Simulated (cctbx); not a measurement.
**What resolution and counting buy: ZnSnPPt4**

Space group P4/mmm (no. 123), a = 4.0280 Å, b = 4.0280 Å, c = 7.3140 Å, α = 90.00°, β = 90.00°, γ = 90.00°.

```
atom  mult.    x    y       z  Ueq (Å²)
 Pt1      4  1/2    0  0.7192    0.0115
 Sn1      1    0    0       0    0.0204
 Zn1      1  1/2  1/2       0    0.0129
  P1      1    0    0     1/2    0.0518
```

The model is made up (kin elements in a known structure type, no relaxation), so it says nothing on whether the phase exists.

Five simulated data sets (cctbx; Ag Kα, λ = 0.56087 Å; 2 % proportional error) differ in resolution or exposure (noise floor 4 counts in the first three, 8 in the last two). Each is refined with the right model, isotropic at 1.1 Å and anisotropic otherwise. How do the figures of merit and the uncertainties move?

| d min (Å) | top counts | ⟨I/σ⟩ (unmerged, absences included) | unique | param. (scale apart) | Rint | R1 | GooF | largest s.u. xyz (fractional) | s.u. U of P1 (Å²) | largest error (Å) |
| --- | --- | --- | --- | --- | --- | --- | --- | --- | --- | --- |
| 1.1 | 40000 | 21.4 | 47 | 5 | 0.018 | 0.0134 | 3.69 | 0.00017 | 0.0063 | 0.0003 |
| 0.84 | 40000 | 19.6 | 89 | 10 | 0.017 | 0.0051 | 0.92 | 0.00002 | 0.0017 | 0.0001 |
| 0.6 | 40000 | 16.2 | 216 | 10 | 0.019 | 0.0055 | 0.91 | 0.00001 | 0.0013 | 0.0002 |
| 0.75 | 300 | 1.8 | 120 | 10 | 0.281 | 0.0377 | 0.95 | 0.00033 | 0.0494 | 0.0024 |
| 0.75 | 3000 | 7.4 | 120 | 10 | 0.055 | 0.0129 | 0.95 | 0.00007 | 0.0068 | 0.0003 |

GooF reaches 3.69 where the model lacks something that the data hold (anisotropy at the isotropic level, for one). The s.u. of U for P1 goes 0.0063, 0.0017, 0.0013 Å² with resolution and 0.0494, 0.0068 Å² with exposure.

The 1.1 Å row also differs in its displacement model, so it isn't a clean test of resolution.

Hardware for the 0.6 Å refinement: 0.53 s on 1 thread of Arm Neoverse N1 (shared host), peak memory 0.09 GiB.

[Logs are printed without paths, hosts, clocks, repeated set-up lines and the standing remarks that a program may print on its own settings, such as how far it seeks lower states.]
